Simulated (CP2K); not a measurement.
Two runs for the Si L₂,₃ edge of 2-silyloxazole. Run A: CP2K XAS_TDP, all-electron GAPW, PBEh(45%), aug-pc-1, TDA, ZORA, spin–orbit coupling. Run B differs in one setting.

First lines with a strength over 0.0003. A:

```
                     atom  energy (eV)  states  strength, one atom
Si1 (bonded to C and 3 H)       100.74       3              0.0004
                                100.84       2              0.0024
                                100.90       1              0.0037
                                101.34       1              0.0004
                                101.35       1              0.0013
```

B:

```csv
atom,energy (eV),states,"strength, one atom"
Si1 (bonded to C and 3 H),104.43,3,0.0003
,104.55,1,0.0023
,104.59,1,0.0036
,105.03,1,0.0003
,105.05,1,0.0013
```

**Question.** Which was it: the basis, the functional, GW2X switched on?

GW2X switched on. GW2X shifts the lines nearly together; each 2p level gets its own shift. The lowest line over the strength cut lies at 104.43 eV, against 100.74 eV (PBEh(45%), aug-pc-1).

[Banner, clock and machine lines of the logs are left out without a mark of their own.]

[Logs are printed without paths, hosts, clocks, repeated set-up lines and the standing remarks that a program may print on its own settings, such as how far it seeks lower states.]

[Hosts, paths, dates, database ids (printed as entryN), source tags and the programs' standing remarks are cut or masked in the printed files.]
